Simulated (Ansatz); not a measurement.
# Glassy 59P2O5-36K2O-5BeO (mol %) (117 atoms): geometry optimisation

Aim: bring glassy 59P2O5-36K2O-5BeO (mol %) (117 atoms) to a nearby minimum of the energy and see what moves.

Main program and level: Ansatz 0.2.0; Kohn-Sham DFT, revPBE, PAW (set soft_2), plane waves.

This is a report of a sequence of runs, with most program output left out.

**1. Set-up**

The cell holds 117 atoms: 26 P, 16 K, 1 Be and 74 O. Cell: a = 12.116 Å, b = 12.116 Å, c = 12.116 Å, α = 90.0°, β = 90.0°, γ = 90.0°. 117 atoms (26 P, 16 K, 1 Be, 74 O) placed at random at 2.47 g/cm³, melted at 4000 K for 10 ps at fixed volume with the Morse and Coulomb pair potential with partial charges (Pedone, Malavasi, Menziani, Cormack and Segre, J. Phys. Chem. B 110, 11780 (2006)). Quenched from 4000 K to 300 K at 50 K/ps and fixed volume, held 10 ps at zero pressure.

Before any run, some limits are plain. The quench rate of 50 K/ps far exceeds what a furnace or splat quench reaches, so expect more defects and frozen-in strain than in a real sample. The network of bonds at the start is that of the classical potential that made the cell. Only the Γ point is sampled, in a cell whose shortest periodic width is 12 Å.

**2. Single point at the start**

The forces at the start show how far the geometry lies from a minimum of this functional.

The input, input.yaml:

```yaml
crystal:
  lattice:
    - [12.11633, 0.0, 0.0]
    - [0.0, 12.11633, 0.0]
    - [0.0, 0.0, 12.11633]
  atoms:
    - { symbol: P, position: [0.7207, 0.07481, 0.20544] }
    - { symbol: P, position: [0.18549, 0.46479, 0.41342] }
    - { symbol: P, position: [0.46945, 0.54805, 0.74628] }
    - { symbol: P, position: [0.30246, 0.81794, 0.20116] }
    - { symbol: P, position: [0.30711, 0.2937, 0.5613] }
    - { symbol: P, position: [0.87696, 0.64749, 0.20572] }
    - { symbol: P, position: [0.98997, 0.67658, 0.97393] }
    - { symbol: P, position: [0.93254, 0.22304, 0.65636] }
    - { symbol: P, position: [0.70022, 0.7146, 0.41384] }
    - { symbol: P, position: [0.93469, 0.2068, 0.20702] }
    - { symbol: P, position: [0.73166, 0.45698, 0.11564] }
    - { symbol: P, position: [0.38547, 0.01781, 0.06724] }
    - { symbol: P, position: [0.22166, 0.01203, 0.86978] }
    - { symbol: P, position: [0.99919, 0.9352, 0.96813] }
    - { symbol: P, position: [0.37513, 0.22101, 0.21652] }
    - { symbol: P, position: [0.05928, 0.37688, 0.81346] }
    - { symbol: P, position: [0.9819, 0.83344, 0.33548] }
    - { symbol: P, position: [0.22561, 0.4134, 0.16821] }
    - { symbol: P, position: [0.65316, 0.97071, 0.42586] }
    - { symbol: P, position: [0.93751, 0.42669, 0.34191] }
    - { symbol: P, position: [0.11163, 0.03867, 0.27917] }
    - { symbol: P, position: [0.82563, 0.05094, 0.8121] }
    - { symbol: P, position: [0.31032, 0.36054, 0.81108] }
    - { symbol: P, position: [0.20834, 0.0561, 0.51144] }
    - { symbol: P, position: [0.4414, 0.97038, 0.56499] }
    - { symbol: P, position: [0.72094, 0.84024, 0.09741] }
    - { symbol: K, position: [0.77635, 0.45583, 0.82923] }
    - { symbol: K, position: [0.58754, 0.39877, 0.37595] }
    - { symbol: K, position: [0.51987, 0.55374, 0.22484] }
    - { symbol: K, position: [0.40382, 0.6718, 0.44341] }
    - { symbol: K, position: [0.56219, 0.27533, 0.00449] }
    - { symbol: K, position: [0.29379, 0.68551, 0.9652] }
    - { symbol: K, position: [0.53911, 0.13864, 0.8467] }
    - { symbol: K, position: [0.21064, 0.78441, 0.53595] }
    - { symbol: K, position: [0.51574, 0.66599, 0.01936] }
    - { symbol: K, position: [0.5296, 0.87917, 0.83116] }
    - { symbol: K, position: [0.96937, 0.5938, 0.5714] }
    - { symbol: K, position: [0.62838, 0.23934, 0.63729] }
    - { symbol: K, position: [0.74823, 0.74324, 0.76077] }
    - { symbol: K, position: [0.89567, 0.91202, 0.5878] }
    - { symbol: K, position: [0.25503, 0.70915, 0.72911] }
    - { symbol: K, position: [0.76152, 0.50082, 0.61459] }
    - { symbol: Be, position: [0.92397, 0.33011, 0.01381] }
    - { symbol: O, position: [0.85709, 0.43146, 0.43449] }
    - { symbol: O, position: [0.27931, 0.84502, 0.31972] }
    - { symbol: O, position: [0.01794, 0.27717, 0.73503] }
    - { symbol: O, position: [0.91794, 0.99177, 0.88595] }
    - { symbol: O, position: [0.37293, 0.71189, 0.18698] }
    - { symbol: O, position: [0.96449, 0.73288, 0.26042] }
    - { symbol: O, position: [0.78249, 0.67973, 0.31789] }
    - { symbol: O, position: [0.8104, 0.76078, 0.13852] }
    - { symbol: O, position: [0.46697, 0.65323, 0.80728] }
    - { symbol: O, position: [0.00095, 0.80789, 0.97009] }
    - { symbol: O, position: [0.11146, 0.97172, 0.91815] }
    - { symbol: O, position: [0.04277, 0.47297, 0.73707] }
    - { symbol: O, position: [0.41806, 0.56146, 0.63355] }
    - { symbol: O, position: [0.39035, 0.12532, 0.13478] }
    - { symbol: O, position: [0.89855, 0.64834, 0.89466] }
    - { symbol: O, position: [0.97431, 0.97881, 0.08236] }
    - { symbol: O, position: [0.92515, 0.5339, 0.27305] }
    - { symbol: O, position: [0.94032, 0.2287, 0.08761] }
    - { symbol: O, position: [0.53187, 0.9855, 0.47158] }
    - { symbol: O, position: [0.10439, 0.64242, 0.92758] }
    - { symbol: O, position: [0.61508, 0.80465, 0.14831] }
    - { symbol: O, position: [0.78286, 0.56865, 0.14377] }
    - { symbol: O, position: [0.49246, 0.99841, 0.01007] }
    - { symbol: O, position: [0.2717, 0.91303, 0.80654] }
    - { symbol: O, position: [0.20589, 0.11508, 0.80446] }
    - { symbol: O, position: [0.29053, 0.48761, 0.09579] }
    - { symbol: O, position: [0.22988, 0.44895, 0.29608] }
    - { symbol: O, position: [0.99087, 0.36164, 0.91159] }
    - { symbol: O, position: [0.44734, 0.85181, 0.59675] }
    - { symbol: O, position: [0.66809, 0.03025, 0.31413] }
    - { symbol: O, position: [0.7236, 0.83797, 0.97488] }
    - { symbol: O, position: [0.32374, 0.99793, 0.5186] }
    - { symbol: O, position: [0.46652, 0.29828, 0.233] }
    - { symbol: O, position: [0.12926, 0.99657, 0.58377] }
    - { symbol: O, position: [0.10765, 0.40112, 0.14086] }
    [... 33 atom lines left out ...]
    - { symbol: O, position: [0.57445, 0.4897, 0.74611] }
    - { symbol: O, position: [0.75821, 0.70375, 0.52241] }
    - { symbol: O, position: [0.62908, 0.4764, 0.05202] }
    - { symbol: O, position: [0.93139, 0.31627, 0.27733] }
    - { symbol: O, position: [0.76793, 0.96082, 0.7471] }
    - { symbol: O, position: [0.2029, 0.8045, 0.13013] }
kpoints:
  mp_grid: { grid: [1, 1, 1] }
hamiltonian:
  xc: revpbe
scf:
  occupations: { method: fermi_dirac, width: 0.05 }
output:
  forces: true
  stress: true
  populations: intrinsic
  dos:
    method: { smearing: { sigma: 0.15 } }
    de: 0.1
    projected: { site_lists: { Be: [Be], K: [K], O: [O], P: [P] } }
  eigenvalues: true
```

Run with:

```
ansatz run input.yaml --threads 4 --pin off --max-ram 8192MiB --backend cpu --events-out ev --progress --plain --runs-dir out
```

It took 39 s on 4 threads of Arm Neoverse V2, shared host; peak memory 2.5 GiB.

Read from the output:

| Property | Result |
| --- | --- |
| free energy | -86577.8602 eV |
| free energy per atom | -739.9817 eV/atom |
| SCF cycles | 11 |
| pressure | 6.2 GPa |
| r.m.s. force component | 1.586 eV/Å |
| longest force | 7.308 eV/Å |
| Fermi energy | 6.058 eV |
| gap (highest filled to lowest empty level) | 1.212 eV |

The r.m.s. force component of 1.6 eV/Å and the pressure of 6.2 GPa set the starting point.

Neighbours are counted within 2.11 Å (O-P), 3.48 Å (O-K), 1.98 Å (O-Be).

Length of the force by element and coordination:

| element | coordination | atoms | mean length of the force (eV/Å) | spread | least | most |
| --- | --- | --- | --- | --- | --- | --- |
| Be | all | 1 | 1.46 | 0 | 1.46 | 1.46 |
| K | all | 16 | 1.38 | 0.64 | 0.230 | 2.55 |
| K | 4 | 3 | 1.53 | 0.528 | 0.798 | 2.02 |
| K | 5 | 3 | 1.08 | 0.124 | 0.939 | 1.24 |
| K | 6 | 4 | 1.44 | 0.734 | 0.523 | 2.55 |
| K | 7 | 5 | 1.51 | 0.765 | 0.230 | 2.41 |
| K | 8 | 1 | 0.990 | 0 | 0.990 | 0.990 |
| O | all | 74 | 2.01 | 1.01 | 0.357 | 5.08 |
| O | 1 | 6 | 1.59 | 0.462 | 0.824 | 2.17 |
| O | 2 | 30 | 2.19 | 0.923 | 1.06 | 4.44 |
| O | 3 | 20 | 1.72 | 0.806 | 0.409 | 3.20 |
| O | 4 | 13 | 2.04 | 1.43 | 0.357 | 5.08 |
| O | 5 | 5 | 2.44 | 0.867 | 1.40 | 3.67 |
| P | all | 26 | 3.90 | 1.69 | 0.679 | 7.31 |
| P | 4 | 25 | 3.86 | 1.71 | 0.679 | 7.31 |
| P | 6 | 1 | 4.97 | 0 | 4.97 | 4.97 |

**3. Relaxation**

The atoms are relaxed in the fixed cell, aiming at the force tolerance of the input.

input.yaml, the sections that differ from step 2:

```yaml
output:
  forces: true
relax:
  f_tol: 0.05
  max_steps: 200
# crystal, kpoints, hamiltonian, scf: as in step 2
```

Elapsed: 21 min, on 4 threads; peak memory 2.4 GiB.

Relaxation path (22 of 78):

| step | energy less that of the first step (eV) | largest force component (eV/Å) |
| --- | --- | --- |
| 1 | 0.0000 | 6.4114 |
| 5 | -16.1279 | 0.7802 |
| 8 | -18.1752 | 0.3833 |
| 12 | -19.8581 | 0.8123 |
| 16 | -20.8331 | 0.4109 |
| 19 | -21.4252 | 0.4973 |
| 23 | -22.0487 | 0.4357 |
| 27 | -22.2178 | 0.1950 |
| 30 | -22.3248 | 0.5025 |
| 34 | -22.5999 | 0.2304 |
| 38 | -22.9667 | 0.1961 |
| 41 | -23.2317 | 0.2153 |
| 45 | -23.4047 | 0.1382 |
| 49 | -23.4842 | 0.1306 |
| 52 | -23.5816 | 0.1785 |
| 56 | -23.8790 | 0.2007 |
| 60 | -24.2922 | 0.1853 |
| 63 | -24.4859 | 0.2915 |
| 67 | -24.5997 | 0.2655 |
| 71 | -24.7315 | 0.8545 |
| 74 | -24.9193 | 0.5593 |
| 78 | -24.9737 | 0.0429 |

Relaxation steps 44, 75 were tried and not accepted.

The atoms that moved most (Å):

| atom | dx | dy | dz | length |
| --- | --- | --- | --- | --- |
| K34 | 1.689 | 1.428 | -2.997 | 3.725 |
| K32 | -2.244 | -0.833 | 2.757 | 3.651 |
| K36 | -2.605 | -0.436 | -1.575 | 3.075 |
| O106 | 0.105 | 0.451 | 2.515 | 2.557 |
| O76 | 0.211 | -1.073 | -2.252 | 2.503 |
| O45 | 0.812 | -1.896 | -1.114 | 2.344 |
| O116 | -0.924 | 1.739 | 0.941 | 2.182 |
| O66 | -1.064 | -1.216 | -1.435 | 2.162 |

The relaxation changed the energy by -213 meV/atom, and atoms moved by 1.4 Å r.m.s., 3.7 Å at most.

**4. Structure statistics after relaxation**

Bonds before and after, by the cutoffs listed below:

| pair | bonds before | bonds after | mean before (Å) | mean after (Å) | spread before (Å) | spread after (Å) |
| --- | --- | --- | --- | --- | --- | --- |
| O-P | 106 | 105 | 1.546 | 1.577 | 0.062 | 0.084 |
| O-Be | 3 | 4 | 1.538 | 1.689 | 0.011 | 0.058 |

Density 2.45 g/cm³, 15.20 Å³ an atom.

g(r), total and by pair (bins of 0.2 Å):

| r (Å) | total | O-O | O-P | O-K | O-Be | P-P | P-K |
| --- | --- | --- | --- | --- | --- | --- | --- |
| 1.40 | 1.14 | 0.00 | 4.05 | 0.00 | 0.00 | 0.00 | 0.00 |
| 1.60 | 3.21 | 0.00 | 11.05 | 0.00 | 10.45 | 0.00 | 0.00 |
| 1.80 | 0.19 | 0.00 | 0.57 | 0.00 | 3.04 | 0.00 | 0.00 |
| 2.00 | 0.00 | 0.00 | 0.00 | 0.00 | 0.00 | 0.00 | 0.00 |
| 2.20 | 0.02 | 0.05 | 0.00 | 0.00 | 0.00 | 0.00 | 0.00 |
| 2.40 | 0.45 | 1.00 | 0.00 | 0.30 | 0.00 | 0.00 | 0.00 |
| 2.60 | 2.57 | 5.25 | 0.05 | 2.62 | 0.00 | 0.00 | 0.00 |
| 2.80 | 0.81 | 0.69 | 0.05 | 2.58 | 0.00 | 1.53 | 0.00 |
| 3.00 | 0.83 | 0.57 | 0.25 | 1.42 | 1.04 | 4.65 | 0.00 |
| 3.20 | 0.89 | 0.96 | 0.61 | 1.05 | 0.00 | 1.03 | 1.48 |
| 3.40 | 1.08 | 0.92 | 1.80 | 0.31 | 0.00 | 0.00 | 2.23 |
| 3.60 | 1.01 | 0.92 | 1.33 | 0.41 | 2.93 | 0.00 | 2.10 |
| 3.80 | 0.94 | 0.75 | 1.21 | 0.58 | 1.98 | 0.14 | 2.14 |
| 4.00 | 1.12 | 0.61 | 1.74 | 1.01 | 2.33 | 0.65 | 1.41 |
| 4.20 | 1.02 | 0.67 | 1.34 | 0.96 | 1.08 | 1.30 | 1.76 |
| 4.40 | 0.92 | 0.89 | 0.90 | 0.97 | 2.04 | 1.52 | 0.27 |
| 4.60 | 0.94 | 1.19 | 0.79 | 0.65 | 0.93 | 0.89 | 0.71 |
| 4.80 | 1.15 | 1.56 | 0.67 | 1.47 | 0.85 | 0.91 | 0.22 |
| 5.00 | 1.07 | 1.25 | 0.56 | 1.60 | 0.77 | 1.26 | 0.41 |
| 5.20 | 1.07 | 0.93 | 1.05 | 1.17 | 0.34 | 1.71 | 1.39 |
| 5.40 | 0.94 | 1.02 | 0.87 | 0.84 | 1.00 | 1.01 | 1.17 |
| 5.60 | 0.99 | 1.02 | 1.12 | 0.73 | 1.21 | 0.74 | 1.19 |
| 5.80 | 0.86 | 0.79 | 0.97 | 0.84 | 0.85 | 1.00 | 0.76 |
| 6.00 | 1.02 | 0.97 | 1.25 | 0.92 | 2.40 | 0.64 | 0.89 |

Bonds by pair of elements; cutoffs follow the first minimum of g(r), held within bounds set by covalent radii, and pairs that aren't listed don't count as bonded:

| pair A-B | cutoff (Å) | bonds | mean length (Å) | spread (Å) | shortest (Å) | B about A | A about B |
| --- | --- | --- | --- | --- | --- | --- | --- |
| O-P | 2.11 | 105 | 1.58 | 0.084 | 1.45 | 1.42 | 4.04 |
| O-K | 3.15 | 91 | 2.78 | 0.168 | 2.42 | 1.23 | 5.69 |
| O-Be | 2.15 | 4 | 1.69 | 0.058 | 1.62 | 0.054 | 4 |

The cutoff for O-K falls short of the minimum of g(r), so counts run low and odd coordinations can be artefacts.

How many atoms have how many bonded neighbours:

| element | mean | 1 | 2 | 3 | 4 | 5 | 6 | 7 | 9 |
| --- | --- | --- | --- | --- | --- | --- | --- | --- | --- |
| Be | 4 | 0 | 0 | 0 | 1 | 0 | 0 | 0 | 0 |
| K | 5.69 | 0 | 0 | 0 | 2 | 7 | 3 | 3 | 1 |
| O | 2.70 | 1 | 33 | 28 | 11 | 1 | 0 | 0 | 0 |
| P | 4.04 | 0 | 0 | 0 | 25 | 1 | 0 | 0 | 0 |

Bond angles, per cent of each kind in bins of 5°:

| angle (°) | O-P-O | K-O-P | K-O-K | P-O-P |
| --- | --- | --- | --- | --- |
| 65–70 | 0.0 | 0.0 | 1.8 | 0.0 |
| 70–75 | 0.0 | 0.0 | 1.8 | 0.0 |
| 75–80 | 0.0 | 1.0 | 9.3 | 0.0 |
| 80–85 | 0.0 | 5.0 | 3.7 | 0.0 |
| 85–90 | 2.5 | 10.9 | 7.4 | 0.0 |
| 90–95 | 0.6 | 8.9 | 9.3 | 0.0 |
| 95–100 | 9.4 | 9.9 | 16.7 | 0.0 |
| 100–105 | 21.2 | 8.9 | 3.7 | 0.0 |
| 105–110 | 23.7 | 4.0 | 20.4 | 0.0 |
| 110–115 | 18.8 | 4.0 | 0.0 | 0.0 |
| 115–120 | 16.3 | 8.9 | 5.6 | 3.2 |
| 120–125 | 5.0 | 8.9 | 1.8 | 16.1 |
| 125–130 | 1.9 | 5.9 | 1.8 | 16.1 |
| 130–135 | 0.0 | 7.9 | 5.6 | 19.4 |
| 135–140 | 0.0 | 5.9 | 3.7 | 12.9 |
| 140–145 | 0.0 | 2.0 | 1.8 | 19.4 |
| 145–150 | 0.0 | 1.0 | 1.8 | 3.2 |
| 150–155 | 0.0 | 3.0 | 0.0 | 6.5 |
| 155–160 | 0.0 | 1.0 | 0.0 | 0.0 |
| 160–165 | 0.0 | 1.0 | 1.8 | 3.2 |
| 165–170 | 0.0 | 0.0 | 0.0 | 0.0 |
| 170–175 | 0.0 | 1.0 | 1.8 | 0.0 |
| 175–180 | 0.6 | 1.0 | 0.0 | 0.0 |

Bond angles (no mean is given where the spread exceeds 20°):

| angle | count | mean (°) | spread (°) |
| --- | --- | --- | --- |
| O-P-O | 160 | 109 | 9.4 |
| K-O-P | 101 | - | - |
| K-O-K | 54 | - | - |
| P-O-P | 31 | 135 | 10.4 |

Oxygen atoms by the number of network formers (Si, P, Ge, B, Al, As, Ga) bound to them:

| network formers bound to O | O atoms | per cent |
| --- | --- | --- |
| 0 | 0 | 0 |
| 1 | 43 | 58.1 |
| 2 | 31 | 41.9 |

Network units: each former by its oxygen neighbours and how many of them bridge to another former:

| former | O neighbours | bridging O | atoms |
| --- | --- | --- | --- |
| P | 4 | 1 | 3 |
| P | 4 | 2 | 12 |
| P | 4 | 3 | 10 |
| P | 5 | 5 | 1 |

Bond length by coordination (bonds to H left out):

| element | coordination | atoms | mean bond length (Å) |
| --- | --- | --- | --- |
| K | 4 | 2 | 2.72 |
| K | 5 | 7 | 2.76 |
| K | 6 | 3 | 2.79 |
| K | 7 | 3 | 2.82 |
| K | 9 | 1 | 2.82 |
| O | 1 | 1 | 1.47 |
| O | 2 | 33 | 1.79 |
| O | 3 | 28 | 2.20 |
| O | 4 | 11 | 2.46 |
| O | 5 | 1 | 2.58 |
| P | 4 | 25 | 1.57 |
| P | 5 | 1 | 1.66 |

Rings of the network by King's shortest-path rule, up to 12 atoms, one path for each pair of neighbours; H, halogens, alkali and alkaline-earth atoms are left out, and the last column divides by all other atoms, bonded or not:

| ring size (atoms) | rings | per network atom |
| --- | --- | --- |
| 10 | 2 | 0.02 |
| 12 | 2 | 0.02 |

The O-P-O angle averages 109° with a spread of 9°. Counting bonds to P alone, not to Be, 42 % of the oxygens join two of these atoms and 58 % one. The commonest P unit has 4 oxygens, 2 of them shared with other formers (12 of 26 atoms). Rings of 10 and 12 atoms are the most common (50 % each of those counted); sizes run from 10 to 12, where the search stops.

[end of part 1 of 2]

[Logs are printed without paths, hosts, clocks, repeated set-up lines and the standing remarks that a program may print on its own settings, such as how far it seeks lower states.]

[Hosts, paths, dates, database ids (printed as entryN), source tags and the programs' standing remarks are cut or masked in the printed files.]
